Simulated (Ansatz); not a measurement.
**Debugging a many-body input for Ta2O5 (P2/m)**

What is wrong with this input for Ta2O5 (P2/m)?

Main program and level: Ansatz 0.2.0; G0W0 on LDA, plane waves, PAW; PAW set soft_1.

## 1. Set-up

The structure is monoclinic, space group P2/m (No. 10). The conventional cell has a = 3.841 Å, b = 3.863 Å, c = 6.778 Å, α = 90.00°, β = 105.57°, γ = 90.00°. Nearest to Ta lie 6 O at 1.90 to 2.21 Å. Nearest to O lie 2 Ta at 1.93 Å. Nearest to O lie 3 Ta at 1.98 to 2.21 Å. O has 2 Ta at 1.90 Å nearest. Farther neighbours and most contacts between anions are not listed.

The cell and positions are those that the Materials Project relaxed with its own functionals (PBE, PBE+U or r2SCAN), kept fixed. Spin-orbit coupling is left out unless a step names it.

## 2. First try

Contents of input.yaml:

```yaml
crystal:
  lattice:
    - [3.8414080139, 0.0, 0.0]
    - [0.0, 3.86271575, 0.0]
    - [-1.8189421445, 0.0, 6.5289594201]
  atoms:
    - { symbol: Ta, position: [0.64953073, 0.0, 0.79131453] }
    - { symbol: Ta, position: [0.35046927, 0.0, 0.20868547] }
    - { symbol: O, position: [0.6621243, 0.5, 0.79832929] }
    - { symbol: O, position: [0.3378757, 0.5, 0.20167071] }
    - { symbol: O, position: [0.18976057, 0.0, 0.87062125] }
    - { symbol: O, position: [0.81023943, 0.0, 0.12937875] }
    - { symbol: O, position: [0.5, 0.0, 0.5] }
kpoints:
  mp_grid: { grid: [1, 1, 1] }
hamiltonian:
  xc: lda
  pseudopotentials: { kind: paw, azcp: { folder: soft_1 }, xc_functional: pbe }
scf:
  occupations: { method: fixed }
gw:
  n_empty_bands: 102
  ecut_chi: 60
  qp_bands: [v2, c2]
  qp_kpoints: band_edges
  screening: { model: contour_deformation }
```

Command:

```bash
> ansatz run input.yaml --threads 2 --pin off --max-ram 92160MiB --backend cuda --events-out ev --progress --plain --runs-dir out --devices 1 --max-vram 13GiB
```

Numbers of over 12 decimals in the logs are rounded to 6 here.

What it wrote:

```text
GPUs: using 1 of 1 available (devices: 1).
Engine: ansatz 0.2.0, x86_64-unknown-linux-gnu
Pseudopotentials: kind: paw
Pseudopotential: Ta, paw, valence charge 13, recommended cutoff 420 eV (normal), soft_1/Ta.paw.azcp
Pseudopotential: O, paw, valence charge 6, recommended cutoff 420 eV (normal), soft_1/O.paw.azcp
Functional definition: SPW92
  exchange = slater_x
  correlation = pw_c
device memory: the entry about to start is reckoned to put 0.5 GiB on a device that reports 35.7 GiB free (of which the cap on the GPU budget leaves the run 13.0 GiB)
GPU FFT provider: cuFFT
GPU libraries: cuBLAS 13.8.2, cuFFT 12.4.0, cuSOLVER 12.3.4
Crystal: 7 atoms, lattice volume = 96.878 Å³
Basis set: ecut = 420 eV, 1913 PW (Γ)
Bands: 35, of which v1, the nominal top of the filled ones, is band 28 counted from 1 (27 counted from 0)
Symmetry: 4 space group operations
Space group: P2/m (ITA 10), of the structure as read, at distance tolerance 4.6e-5 Å
k-points: 1
Non-local potential: Ta, projectors of the file, l = 0: 3, l = 1: 2, l = 2: 2, l = 3: 1
Non-local potential: O, projectors of the file, l = 0: 2, l = 1: 2, l = 2: 1
PAW form: soft (Blöchl's): semilocal exchange-correlation on the pseudo side does not see the compensation charge
PAW frozen core: Ta, regenerated for the run's functional, and the local potential with it (the file was generated under x = pbe(κ = 0.804, μ = 0.219515), c = pbe(β = 0.066725))
PAW frozen core: O, regenerated for the run's functional, and the local potential with it (the file was generated under x = pbe(κ = 0.804, μ = 0.219515), c = pbe(β = 0.066725))
PAW one-centre angular grid: Ta, 590 points (default); XC on 64 Gauss nodes
PAW one-centre angular grid: O, 110 points (default); XC on 64 Gauss nodes
Initial density: superposition of atomic densities (chi_scale 0.1, normalization cell, long waves kept (reshape's long-wave potential 0.02 eV rms))
Initial wavefunctions: pseudopotential atomic-orbital guess
GPU buffer pool allocated for 34992 grid points (all kernels)
GPU transforms: local potential and band sums: pruned to the plane-wave sphere, on 25×25×45
Functional: x = slater, c = lda
SCF iter   1: F=—  HF=-22136.814418 eV  |F-HF|=—  |Δ(HF+E_count)|=         —  Δρ=1.25e-1  dr2=1.46e1  ethr=3.10e-3  ⟨swp⟩=3.0  Hψ=126  notcnv=0  defer=3
preconditioner: auto → Resta (q_TF=auto, 2.490 Å⁻¹)  ε∞=6.2  [insulator: Δε(μ)=3.249 eV  Ē_g=10.416 eV  n_scr=26 (ndim 8)  ℏωp=23.9 eV  f_vac=0.085  ε∞_Penn≈6.2]
SCF iter   2: F=—  HF=-22132.996408 eV  |F-HF|=—  |Δ(HF+E_count)|=    3.82e0  Δρ=5.18e-2  dr2=1.55e0  ethr=3.10e-3  ⟨swp⟩=3.0  Hψ=71  notcnv=0  defer=3
SCF iter   3: F=—  HF=-22132.625902 eV  |F-HF|=—  |Δ(HF+E_count)|=   3.71e-1  Δρ=2.46e-2  dr2=4.97e-1  ethr=2.78e-3  ⟨swp⟩=1.0  Hψ=43  notcnv=0  defer=4
SCF iter   4: F=—  HF=-22132.500244 eV  |F-HF|=—  |Δ(HF+E_count)|=   1.26e-1  Δρ=1.01e-2  dr2=9.80e-2  ethr=8.88e-4  ⟨swp⟩=2.0  Hψ=50  notcnv=0  defer=5
SCF iter   5: F=—  HF=-22132.485168 eV  |F-HF|=—  |Δ(HF+E_count)|=   1.51e-2  Δρ=3.16e-3  dr2=1.46e-2  ethr=1.75e-4  ⟨swp⟩=2.0  Hψ=55  notcnv=0  defer=5
SCF iter   6: F=—  HF=-22132.486180 eV  |F-HF|=—  |Δ(HF+E_count)|=   1.01e-3  Δρ=2.87e-3  dr2=8.32e-3  ethr=2.60e-5  ⟨swp⟩=2.0  Hψ=63  notcnv=0  defer=5
SCF iter   7: F=—  HF=-22132.485313 eV  |F-HF|=—  |Δ(HF+E_count)|=   8.67e-4  Δρ=6.93e-4  dr2=4.88e-4  ethr=1.49e-5  ⟨swp⟩=2.0  Hψ=52  notcnv=0  defer=5
SCF iter   8: F=—  HF=-22132.485644 eV  |F-HF|=—  |Δ(HF+E_count)|=   3.31e-4  Δρ=4.55e-4  dr2=1.86e-4  ethr=8.72e-7  ⟨swp⟩=2.0  Hψ=46  notcnv=0  defer=4
SCF iter   9: F=—  HF=-22132.485646 eV  |F-HF|=—  |Δ(HF+E_count)|=   2.21e-6  Δρ=2.04e-4  dr2=3.59e-5  ethr=3.31e-7  ⟨swp⟩=2.0  Hψ=50  notcnv=0  defer=2
SCF iter  10: F=—  HF=-22132.485649 eV  |F-HF|=—  |Δ(HF+E_count)|=   3.10e-6  Δρ=3.82e-5  dr2=1.48e-6  ethr=6.41e-8  ⟨swp⟩=2.0  Hψ=50  notcnv=0  defer=2
[...]
NSCF: frozen V_eff on 1 k-points
[...]
device memory: the entry about to start is reckoned to put 1.0 GiB on a device that reports 35.7 GiB free (of which the cap on the GPU budget leaves the run 13.0 GiB)
NSCF: frozen V_eff on 1 k-points
G₀W₀ screening: q 1/1
G₀W₀ self-energy: k 1/1
device memory: the entry about to start is reckoned to put 0.4 GiB on a device that reports 35.6 GiB free (of which the cap on the GPU budget leaves the run 13.0 GiB)
NSCF: frozen V_eff on 1 k-points
device memory: the entry about to start is reckoned to put 0.4 GiB on a device that reports 35.6 GiB free (of which the cap on the GPU budget leaves the run 13.0 GiB)
NSCF: frozen V_eff on 1 k-points
device memory: the entry about to start is reckoned to put 0.4 GiB on a device that reports 35.6 GiB free (of which the cap on the GPU budget leaves the run 13.0 GiB)
NSCF: frozen V_eff on 1 k-points
device memory: the entry about to start is reckoned to put 0.4 GiB on a device that reports 35.6 GiB free (of which the cap on the GPU budget leaves the run 13.0 GiB)
NSCF: frozen V_eff on 1 k-points
device memory: the entry about to start is reckoned to put 0.4 GiB on a device that reports 35.6 GiB free (of which the cap on the GPU budget leaves the run 13.0 GiB)
NSCF: frozen V_eff on 1 k-points
device memory: the entry about to start is reckoned to put 0.4 GiB on a device that reports 35.6 GiB free (of which the cap on the GPU budget leaves the run 13.0 GiB)
NSCF: frozen V_eff on 1 k-points
device memory: the entry about to start is reckoned to put 0.4 GiB on a device that reports 35.6 GiB free (of which the cap on the GPU budget leaves the run 13.0 GiB)
NSCF: frozen V_eff on 1 k-points
device memory: the entry about to start is reckoned to put 0.4 GiB on a device that reports 35.6 GiB free (of which the cap on the GPU budget leaves the run 13.0 GiB)
NSCF: frozen V_eff on 1 k-points
device memory: the entry about to start is reckoned to put 0.4 GiB on a device that reports 35.6 GiB free (of which the cap on the GPU budget leaves the run 13.0 GiB)
NSCF: frozen V_eff on 1 k-points
device memory: the entry about to start is reckoned to put 0.4 GiB on a device that reports 35.5 GiB free (of which the cap on the GPU budget leaves the run 13.0 GiB)
NSCF: frozen V_eff on 1 k-points
device memory: the entry about to start is reckoned to put 0.4 GiB on a device that reports 35.6 GiB free (of which the cap on the GPU budget leaves the run 13.0 GiB)
NSCF: frozen V_eff on 1 k-points
device memory: the entry about to start is reckoned to put 0.4 GiB on a device that reports 35.6 GiB free (of which the cap on the GPU budget leaves the run 13.0 GiB)
NSCF: frozen V_eff on 1 k-points
SCF converged after 12 iterations
Free energy (F): -22132.485651 eV
Harris-Foulkes:  -22132.485651 eV  (|F-HF|=1.35e-8)
Internal energy: -22132.485651 eV  (E = F + TS)
E sigma→0 (E₀):  -22132.485651 eV
Fermi energy:    7.704581 eV
--- Per-component energies (eV) ---
  E_band       = -554.433818
  E_kinetic    = 1618.259333
  E_local      = -4410.804293  (includes V_loc(G=0)·N_el)
  E_nonlocal   = 270.468572
  E_hartree    = 1659.449347
  E_xc         = -977.162465
  E_vxc        = -905.628093  (∫ρ·V_xc dr)
  E_paw        = -16881.671707  (= ΣΔE_a)
  E_vpaw       = -445.628460  (= ΣTr[D̂ρ^β])
  E_aug_tail   = 0.004432  (compensation charges beyond the density's cutoff)
  E_ewald      = -3412.031471
  E_core_change = 1.002601  (= ΣΔE_core)
  E_smearing   = -0.000000  (= −TS)
  E_closure    = 0.000000  (closes the sum)
  Σ components = -22132.485651   (vs F -22132.485651, Δ=0.00e0)
--- Band table (eV) ---
  k-point 0: bands = [... 24 lower, 7.2654, 7.2915, 7.6074, 7.7046, 8.0085, 8.3181, 8.6279, 10.1707, ... 3 higher]
--- G₀W₀: contour deformation, 8 samples at zero and on the imaginary axis and 1 off it, 1 q-point, 102 empty bands' worth ---
  eigenvalues of the whole cell's RPA ε∞ on this k-mesh (on a slab, of 1 + 4πα/V) = 11.9461, 47.9346, 1111.2208; static W/v taken at q = 0 is -0.054607
  gw.qp_kpoints: band_edges: 1 of 1 stored k-point solved, in 1 pass; an edge of the gap read off the rows below is read off those points alone
  `?` marks the rows in doubt; gw_qp.tsv's column doubts and the gw_qp event give each row's grounds
    ik  band        ε_KS         Σx   Σc(E_QP)       V_xc       Z   E_QP_lin       E_QP  E_QP is
     0    27      7.6074   -25.6276     6.4406   -19.6404  0.6429     8.0421     8.0608  root
     0    28      7.7046   -26.2514     6.7162   -19.8884  0.6357     8.0474     8.0578  root
     0    29      8.0085   -11.8023    -6.7253   -19.3351  0.7112     8.9143     8.8159  root
     0    30      8.3181   -11.6029    -7.2986   -19.4597  0.6329     9.0755     8.8762  root ?
```

The job ended after 11 s (1 × NVIDIA H100 80GB HBM3 (shared by 6 runs) with 2 threads of AMD EPYC 7R13 (Zen 3), shared host; peak memory 1 GiB).

Q: What is the fault?

The run ended normally, though the input holds a fault or crude settings.

The fault: one k-point. One point can't sample the density or the screening of a small cell, and the band edges may lie elsewhere in the zone.

It printed a gap of 0.76 eV, which is an artefact of the settings.

## 3. A better input

Now the one-shot GW correction: screening in the RPA, then the self-energy of the levels asked for. This step takes PAW set soft_1 files.

input.yaml, as its differences from that of step 2:

```diff
@@ -14,3 +14,3 @@
 kpoints:
-  mp_grid: { grid: [1, 1, 1] }
+  mp_grid: { grid: [4, 4, 2] }
 hamiltonian:
@@ -21,4 +21,4 @@
 gw:
-  n_empty_bands: 102
-  ecut_chi: 60
+  n_empty_bands: 77
+  ecut_chi: 50
   qp_bands: [v2, c2]
```

What it wrote:

```text
GPUs: using 1 of 1 available (devices: 1).
[...]
GPU FFT provider: cuFFT
GPU libraries: cuBLAS 13.8.2, cuFFT 12.4.0, cuSOLVER 12.3.4
Crystal: 7 atoms, lattice volume = 96.878 Å³
Basis set: ecut = 420 eV, 1913 PW (Γ)
Bands: 35, of which v1, the nominal top of the filled ones, is band 28 counted from 1 (27 counted from 0)
[... 1 set-up line as in the run before ...]
[...]
k-points: 18 of 32
[...]
GPU buffer pool allocated for 34992 grid points (all kernels)
[...]
SCF iter   1: F=—  HF=-22151.318964 eV  |F-HF|=—  |Δ(HF+E_count)|=         —  Δρ=6.33e-2  dr2=3.45e0  ethr=3.10e-3  ⟨swp⟩=3.7  Hψ=2229  notcnv=0  defer=64
[...]
SCF iter  11: F=-22150.459271 eV  HF=-22150.459271 eV  |F-HF|=1.50e-8  |Δ(HF+E_count)|=   5.15e-9  Δρ=4.96e-6  dr2=2.46e-8  ethr=1.79e-10  ⟨swp⟩=10.0  Hψ=1858  notcnv=0
SCF 1 converged in 11 iterations: F = -22150.459271 eV  dr2 = 2.46e-8
[...]
0    27      6.0064   -27.6995     4.9971   -22.6878  0.7510     5.9917     5.9917  root
     0    28      6.0231   -25.4893     4.7412   -20.7416  0.7357     6.0165     6.0165  root
     0    29      8.8009   -13.1697    -4.1263   -18.8464  0.7996    10.3878    10.3512  root
     0    30      9.1958   -13.3864    -4.3178   -19.3027  0.7954    10.8367    10.7943  root
     1    27      5.8399   -27.6562     4.9331   -22.7075  0.7520     5.8242     5.8242  root
     1    28      5.8403   -24.9707     4.7262   -20.1970  0.7313     5.7927     5.7927  root
     1    29      8.7603   -13.1103    -4.1114   -18.7651  0.8002    10.3396    10.3037  root
     1    30      9.2407   -13.4450    -4.3420   -19.3942  0.7948    10.8914    10.8480  root
[...]
17    27      6.5287   -26.1649     5.0213   -21.1444  0.7396     6.5295     6.5295  root
    17    28      6.6540   -26.3653     5.0311   -21.3515  0.7397     6.6712     6.6712  root
    17    29      9.7217   -13.5156    -4.5843   -19.7630  0.7860    11.4387    11.3848  root
    17    30     11.5962   -15.1255    -4.9997   -21.8967  0.7529    13.4488    13.3677  root
[key lines of the parts left out:]
SCF converged after 11 iterations
Free energy (F): -22150.459271 eV
Fermi energy:    6.653993 eV
```

The job ended after 16 s (1 × NVIDIA H100 80GB HBM3 (shared by 6 runs) with 2 threads; peak memory 1.1 GiB).

Numbers from this step:

- bands summed: 105
- RPA ε∞ on this mesh (eigenvalues): 4.864, 5.017, 7.622
- plane waves in the screening matrix: 69
- q-points in the mesh: 32
- G0W0 gap on the mesh: 3.632 eV
- k of the valence top: -0.5, -0.5, -0.5
- k of the conduction bottom: 0, 0, -0.5
- starting gap on the mesh: 2.106 eV
- Z at the valence top: 0.7397
- Z at the conduction bottom: 0.8002
- least direct G0W0 gap on the computed points: 4.335 eV

The gap on the mesh goes from 2.11 eV to 3.63 eV, a correction of +1.53 eV. Between the two edge states, bare exchange in place of the xc potential would open the gap by 10.67 eV, and correlation takes back 9.14 eV.

## 4. What came out

```json
{"first try": "converged after 11 s", "better run": "G0W0 gap on the mesh 3.63 eV (4×4×2 mesh, 77 empty bands, screening to 50 eV, PAW set soft_1 files)"}
```

What this shows: The second run differs in: mesh, empty bands and screening cutoff (eV). Bands and cutoff are finite, so the gap is not at the basis limit. The miss can reach some tenths of an eV and take either sign; the mesh is an error of its own. The 4×4×2 mesh is coarse for this cell (its supercell is 14 Å along the shortest edge). The RPA ε∞ on it, from the LDA start, is 4.86, 5.02 and 7.62; such meshes misread the long-range screening, most where the gap is narrow. The many-body steps are scalar-relativistic: spin-orbit coupling is not in them.

[Paths, hosts, dates, memory and timing lines, banners, echoed tables and standing remarks are left out of the program output.]

[Logs are printed without paths, hosts, clocks, repeated set-up lines and the standing remarks that a program may print on its own settings, such as how far it seeks lower states.]

[Runs of the session that timed out or met a known fault of the program may be left out.]

[Cells called generated may have been cut or substituted from an entry of the Crystallography Open Database or the Materials Project.]

[Hosts, paths, dates, database ids (printed as entryN), source tags and the programs' standing remarks are cut or masked in the printed files.]
